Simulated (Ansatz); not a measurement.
# What BiB (model cell, started as layered BN type) distorts into

Wanted: the energy along a soft mode of BiB (model cell, started as layered BN type) and the structure at the end.

Program: Ansatz 0.2.0. Level of theory: DFT LDA, scalar-relativistic, plane waves, PAW. Values are calculated unless marked as measured.

The raw output is cut from this account; settings, times and results stay.

The structure was built from a prototype and need not be the compound's stable phase.

## 1. The system as given

Symmetry: P6_3/mmc, No. 194, hexagonal system. Conventional cell: a = 4.162 Å, b = 4.162 Å, c = 5.333 Å, α = 90.00°, β = 90.00°, γ = 120.00°. Nearest to B lie 5 Bi at 2.40 to 2.67 Å. Nearest to Bi lie 5 B at 2.40 to 2.67 Å. Farther neighbours, and contacts between anions beyond the nearest, are not listed.

## 2. The dispersion

Stability and thermal properties need the whole zone. Linear response on a 3×3×2 q mesh gives force constants as far as a supercell of that size would.

Input file input.yaml:

```yaml
crystal:
  lattice:
    - [4.1624801381, -2.9003e-06, 0.0]
    - [-2.0812375574, 3.6048149925, 0.0]
    - [0.0, 0.0, 5.3326373303]
  atoms:
    - { symbol: B, position: [0.3333333333, 0.6666666667, 0.25] }
    - { symbol: B, position: [0.6666666667, 0.3333333333, 0.75] }
    - { symbol: Bi, position: [0.6666666667, 0.3333333333, 0.25] }
    - { symbol: Bi, position: [0.3333333333, 0.6666666667, 0.75] }
kpoints:
  mp_grid: { grid: [12, 12, 8] }
hamiltonian:
  xc: lda
scf:
  occupations: { method: methfessel_paxton, width: 0.2 }
output:
  eigenvalues: true
phonons:
  method: dfpt
  qmesh: [3, 3, 2]
  temperatures: { t_max: 1000, t_step: 50 }
  qpath:
    path:
      - [[0.0, 0.0, 0.0], [0.5, 0.0, 0.0], [0.33333333, 0.33333333, 0.0], [0.0, 0.0, 0.0], [0.0, 0.0, 0.5], [0.5, 0.0, 0.5], [0.33333333, 0.33333333, 0.5], [0.0, 0.0, 0.5]]
      - [[0.5, 0.0, 0.5], [0.5, 0.0, 0.0]]
      - [[0.33333333, 0.33333333, 0.5], [0.33333333, 0.33333333, 0.0]]
    npoints: 10
```

Run with:

```sh
$ ansatz run input.yaml --threads 4 --pin off --max-ram 7168MiB --backend cpu --events-out ev --progress --plain --runs-dir out
```

It took 4.7 min on 4 threads of Intel Xeon 6975P-C (Granite Rapids), shared host; peak memory 3.6 GiB.

This step gave:

```
volume per atom                                         : 20.00 Å³
gap on the k-mesh                                       : 0 eV
sum-rule residual before enforcement                    : 5.07e-5 eV/Å²
lowest frequency on the path                            : -135.1 cm⁻¹
point group                                             : 6/mmm
highest frequency on path, mesh or solved points        : 475.6 cm⁻¹
highest optical mode at the zone centre (no LO-TO term) : 475.6 cm⁻¹
lowest optical zone-centre mode                         : -135.1 cm⁻¹
lowest mode on the q mesh (acoustic modes at Γ apart)   : -135.1 cm⁻¹
```

Frequencies (cm⁻¹) solved at each irreducible wavevector; negative means imaginary. Frequencies by wavevector, by row:

```
q in reciprocal lattice units  star  mode 1  mode 2  mode 3  mode 4  mode 10  mode 11  mode 12
                        0 0 0     1  -135.1   -90.4       0       0    459.6    475.6    475.6
                     0 0 -0.5     1      50      50      50      50    466.7    466.7    466.7
                   0 0.3333 0     6  -112.2   -63.4    29.1    74.8    415.2    448.7    449.2
                0 0.3333 -0.5     6    46.3    46.3    63.2    63.2    429.8    439.9    439.9
              0.3333 0.3333 0     2  -114.7  -114.7    60.4    96.5    382.3    415.6    442.8
           0.3333 0.3333 -0.5     2    34.5    34.5    89.6    89.6    405.6    440.5    440.5
```

Interpolated from a 3×3×2 q mesh. The phonon branches at the labelled points (cm⁻¹):

```
    point  branch 1  branch 2  branch 3  branch 4  branch 9  branch 10  branch 11  branch 12
        Γ      -135       -90         0         0       460        460        476        476
  halfway      -118       -61        30        55       426        428        461        461
        M      -100       -86        20        82       392        404        434        434
  halfway      -106      -103        43        88       382        408        412        444
        K      -115      -115        60        96       382        382        416        443
  halfway      -116       -64        39        64       416        424        447        462
        Γ      -135       -90         0         0       460        460        476        476
  halfway        24        25        25        67       462        462        473        473
        A        50        50        50        50       467        467        467        467
  halfway        49        49        61        61       442        442        449        449
        L        44        44        62        62       419        419        431        431
  halfway        38        38        76        76       411        411        437        437
        H        34        34        90        90       406        406        440        440
  halfway        46        46        67        67       434        434        447        447
        A        50        50        50        50       467        467        467        467
jump to L        44        44        62        62       419        419        431        431
  halfway       -31       -16        39        77       407        408        430        436
        M      -100       -86        20        82       392        404        434        434
jump to H        34        34        90        90       406        406        440        440
  halfway       -53       -53        71       101       394        394        425        444
        K      -115      -115        60        96       382        382        416        443
```

Symmetry leaves 6 wavevectors to solve. The lowest mode among them, the acoustic zeros apart, lies at Γ and is imaginary, 135.1i cm⁻¹, so the energy falls along it.

## 3. The mode frozen in, largest atomic shift 0 Å

The mode followed lies at q = (0.333, 0.333, 0) with frequency 114.7i cm⁻¹ and is 2-fold degenerate, one of the unstable modes though not the softest. At small amplitude the pattern taken leaves space group no. 36 by a symmetry search on the positions. The undistorted cell that holds it gives the zero of energy on the same k mesh.

System of this step: BiB (model cell, started as layered BN type). The structure is hexagonal, space group P6_3/mmc (No. 194). The conventional cell has a = 4.162 Å, b = 4.162 Å, c = 5.333 Å, α = 90.00°, β = 90.00°, γ = 120.00°. Nearest to B lie 5 Bi at 2.40 to 2.67 Å. Bi has 5 B at 2.40 to 2.67 Å nearest. Farther neighbours, and contacts between anions beyond the nearest, are not listed.

Input file input.yaml:

```yaml
crystal:
  lattice:
    - [0.0, 0.0, 5.3326373303]
    - [6.2437176955, -3.6048178928, 0.0]
    - [6.2437227189, 3.604809192, 0.0]
  atoms:
    - { symbol: B, position: [0.25, 0.6666666667, 0.3333333333] }
    - { symbol: B, position: [0.25, 0.0, 0.6666666667] }
    - { symbol: B, position: [0.25, 0.3333333333, 1.0] }
    - { symbol: B, position: [0.75, 0.0, 0.3333333333] }
    - { symbol: B, position: [0.75, 0.3333333333, 0.6666666667] }
    - { symbol: B, position: [0.75, 0.6666666667, 0.0] }
    - { symbol: Bi, position: [0.25, 0.0, 0.3333333333] }
    - { symbol: Bi, position: [0.25, 0.3333333333, 0.6666666667] }
    - { symbol: Bi, position: [0.25, 0.6666666667, 0.0] }
    - { symbol: Bi, position: [0.75, 0.6666666667, 0.3333333333] }
    - { symbol: Bi, position: [0.75, 0.0, 0.6666666667] }
    - { symbol: Bi, position: [0.75, 0.3333333333, 1.0] }
kpoints:
  mp_grid: { grid: [8, 6, 6] }
hamiltonian:
  xc: lda
scf:
  occupations: { method: methfessel_paxton, width: 0.2 }
output:
  forces: true
  stress: true
  eigenvalues: true
```

Wall time 3.9 s (4 threads); peak memory 1.1 GiB; 15 s of CPU time.

This step gave:

```yaml
pressure: 0.01712 GPa
energy_from_the_undistorted_cell: 0 meV/atom
```

The run ends at a pressure of 0.02 GPa.

## 4. The mode frozen in, largest atomic shift 0.14 Å

The atoms are moved along the unstable eigenvector, the largest shift by 0.14 Å, with the cell fixed.

Input file input.yaml:

```yaml
crystal:
  lattice:
    - [0.0, 0.0, 5.3326373303]
    - [6.2437176955, -3.6048178928, 0.0]
    - [6.2437227189, 3.604809192, 0.0]
  atoms:
    - { symbol: B, position: [0.2368730489, 0.6666666667, 0.3333333333] }
    - { symbol: B, position: [0.2368730489, 0.0, 0.6666666667] }
    - { symbol: B, position: [0.2762534261, 0.3333333333, 1.0] }
    - { symbol: B, position: [0.7368730489, 0.0, 0.3333333333] }
    - { symbol: B, position: [0.7368730489, 0.3333333333, 0.6666666667] }
    - { symbol: B, position: [0.7762534261, 0.6666666667, 0.0] }
    - { symbol: Bi, position: [0.2523187588, 0.0, 0.3333333333] }
    - { symbol: Bi, position: [0.2523187588, 0.3333333333, 0.6666666667] }
    - { symbol: Bi, position: [0.2453625665, 0.6666666667, 0.0] }
    - { symbol: Bi, position: [0.7523187588, 0.6666666667, 0.3333333333] }
    - { symbol: Bi, position: [0.7523187588, 0.0, 0.6666666667] }
    - { symbol: Bi, position: [0.7453625665, 0.3333333333, 1.0] }
kpoints:
  mp_grid: { grid: [8, 6, 6] }
hamiltonian:
  xc: lda
scf:
  occupations: { method: methfessel_paxton, width: 0.2 }
output:
  forces: true
  stress: true
  eigenvalues: true
```

The job ended after 9.7 s (4 threads; peak memory 1.2 GiB; 38 s of CPU time).

Read from the output:

| Item | Value |
| --- | --- |
| pressure | 0.2825 GPa |
| energy from the undistorted cell | -0.695 meV/atom |

The energy, extrapolated to zero smearing, is -0.69 meV/atom against the undistorted cell.

The run ends at a pressure of 0.28 GPa, with forces up to 0.14 eV/Å.

## 5. Energy along the mode, all amplitudes (two of the runs are shown above)

An imaginary frequency means negative curvature, so the energy should fall and then rise again as anharmonic terms take over.

Numbers from this step:

```
depth at the lowest point sampled  : 0.695 meV/atom
largest atomic shift at that point : 0.14 Å
```

Table of energy from the parent by largest atomic shift:

```
largest atomic shift (Å)  energy from the parent (meV/atom)
                   0.000                                  0
                   0.040                             -0.169
                   0.080                             -0.524
                   0.140                             -0.695
                   0.220                               1.45
                   0.320                               13.4
```

Displacement at unit largest shift by atom:

```
atom  x (Å)  y (Å)  z (Å)  size
  B1   0.00   0.00  -0.50  0.50
  B2   0.00   0.00  -0.50  0.50
  B3   0.00   0.00   1.00  1.00
  B4   0.00   0.00  -0.50  0.50
  B5   0.00   0.00  -0.50  0.50
  B6   0.00   0.00   1.00  1.00
 Bi7   0.00   0.00   0.09  0.09
 Bi8   0.00   0.00   0.09  0.09
 Bi9   0.00   0.00  -0.18  0.18
Bi10   0.00   0.00   0.09  0.09
Bi11   0.00   0.00   0.09  0.09
Bi12   0.00   0.00  -0.18  0.18
```

The lowest step is at 0.14 Å, 0.695 meV/atom below the parent, and the energy rises beyond it.

## 6. Relaxation from the frozen mode

Starting from the lowest point found, all atoms and the cell are let go, so that strain and other modes of the same symmetry can join in.

Changes to input.yaml since step 4:

```diff
@@ -28 +28,6 @@
   eigenvalues: true
+relax:
+  adjacent_minimum: "off"
+  f_tol: 0.002
+  max_steps: 120
+  cell: { stress_tol: 0.03 }
```

The job ended after 3.4 min (4 threads; peak memory 1.3 GiB).

Step by step:

```
step  energy less that of the first step (eV)  largest force component (eV/Å)  pressure (GPa)  volume (Å³)
   1                                   0.0000                          0.1386            0.28       240.05
   2                                  -0.0049                          0.4007           -1.12       245.29
   3                                  -0.0813                          0.2977           -0.69       243.87
   4                                  -0.4084                          0.6270            1.66       239.47
   5                                  -1.3230                          0.8585            0.89       244.85
   6                                  -2.2461                          0.4606            1.69       246.72
   7                                  -2.7086                          0.4334            0.16       251.91
   8                                  -2.8085                          0.0610           -0.07       253.75
   9                                  -2.8147                          0.0239            0.06       253.17
  10                                  -2.8178                          0.0288            0.01       253.18
  11                                  -2.8191                          0.0072           -0.02       253.22
  12                                  -2.8191                          0.0018            0.00       253.18
 13*                                  -2.9748                          0.0393            0.80       253.18
  14                                  -3.0207                          0.0085            0.31       255.84
  15                                  -3.0202                          0.0570           -0.35       259.22
  16                                  -3.0289                          0.0025           -0.01       257.60
  17                                  -3.0289                          0.0005            0.00       257.55
 18*                                  -3.0316                          0.0006            0.01       257.55
```

Relaxation steps marked * repeat the geometry before them on a plane-wave basis chosen anew for their cell, so energy and pressure can jump there.

The run keeps the 4 symmetry operations that the program found, so distortions that break them were not tested.

```
     cell as run  before  after   change
           a (Å)   5.333  6.675  +25.2 %
           b (Å)   7.210  6.639   -7.9 %
           c (Å)   7.210  6.693   -7.2 %
           α (°)   60.00  60.26   +0.4 %
volume (Å³/atom)   20.00  21.46   +7.3 %
```

The atoms that moved most (Å, as changes of fractional coordinates times the final cell):

```
atom      dx      dy      dz  length
  B4  -0.002   0.106  -0.421   0.434
  B5  -0.093  -0.051  -0.421   0.434
  B2   0.002  -0.106  -0.421   0.434
  B1   0.093   0.051  -0.421   0.434
 Bi7   0.010   0.087   0.423   0.432
 Bi8  -0.070  -0.052   0.423   0.432
Bi11  -0.010  -0.087   0.423   0.432
Bi10   0.070   0.052   0.423   0.432
```

Final coordinates:

```xyz
12
Lattice="0.0000 0.0000 6.6746 5.7499 -3.3197 0.0000 5.7808 3.3731 0.0000" Properties=species:S:1:pos:R:3 pbc="T T T"
B     5.8527   -1.0374    1.1600
B     3.8556    2.1429    1.1600
B     7.7614    2.2296    2.2340
B     1.9252    1.2302    4.4974
B     5.6780    1.0908    4.4974
B     3.7693   -2.1762    5.5713
Bi    1.9368    1.2112    2.1067
Bi    5.7003    1.0902    2.1067
Bi    3.7791   -2.1818    1.2445
Bi    5.8304   -1.0368    5.4441
Bi    3.8439    2.1620    5.4441
Bi    7.7516    2.2352    4.5818
```

Read from the output:

* pressure: 0.006913 GPa
* volume per atom: 21.46 Å³
* gap on the k-mesh: 0.2149 eV

The distorted start has space group Cmc2_1; the relaxation ends in Cmc2_1.

## 7. The phases reached

The phases reached along the modes that were followed are set side by side.

Energies are those of the first relaxation, on the mesh of the frozen mode; space group, volume and gap are those of the last relaxation. Phases, by row:

```
                  mode frozen in  space group  energy from parent (meV/atom)  volume (Å³/atom)  gap on mesh (eV)  lowest zone-centre optical mode (cm⁻¹)  largest shift (Å)
                          parent     P6_3/mmc                              0                20                 0                                       –                  –
        q = (0, 0, 0), 135i cm⁻¹       P6_3mc                         -396.4             19.74                 0                                    59.6              0.394
q = (0.333, 0.333, 0), 115i cm⁻¹         P321                          -4.84             20.22                 0                                       –              0.243
q = (0.333, 0.333, 0), 115i cm⁻¹         P31m                         -124.3             22.23             0.186                                       –              0.533
q = (0.333, 0.333, 0), 115i cm⁻¹       Cmc2_1                         -253.4             21.46             0.215                                       –               0.57
```

## 8. Summary of results

```yaml
unstable_mode_of_the_parent: q = (0.333, 0.333, 0), 115i cm⁻¹
depth_at_the_lowest_point_sampled: 0.695 meV/atom
largest_atomic_shift_at_that_point: 0.14 Å
space_group_reached: Cmc2_1
energy_gained_over_the_parent_first_relaxation_on_the_mesh_of_the_frozen_mode: 253 meV/atom
volume_per_atom_phase_reached: 21.5 Å³
gap_on_the_k_mesh_phase_reached: 0.215 eV
```

Along this mode the structure falls into Cmc2_1, 253 meV/atom below the parent. At the parent's cell the well is 0.695 meV/atom deep on the steps tried, with its lowest point at a shift of 0.14 Å. Relaxing atoms and cell changes the gain by +252.70 meV/atom against the lowest step (energies at zero smearing). Most of the total comes from this relaxation. The modes of the phase reached were not computed. So shallow a well is near the error of the k mesh. Of the 4 patterns followed from this parent, this one ends 143 meV/atom above the lowest, P6_3mc. Each path keeps the symmetry of its pattern, so a lower phase may lie along a pattern not tried. With no gap, or one that is small against the smearing, the frequencies hang on the k mesh and the smearing, most of all near Kohn anomalies. Spin-orbit coupling is left out, which can matter for the heavy elements here. The starting cell was built on a prototype and not taken from a measurement, so the phase need not exist.

[Long decimals in the printed logs are rounded to 6 places.]

[Logs are printed without paths, hosts, clocks, repeated set-up lines and the standing remarks that a program may print on its own settings, such as how far it seeks lower states.]

[Hosts, paths, dates, database ids (printed as entryN), source tags and the programs' standing remarks are cut or masked in the printed files.]

[Where the starting crystal was built by hand or by swapping elements, it need not be the compound's stable phase.]
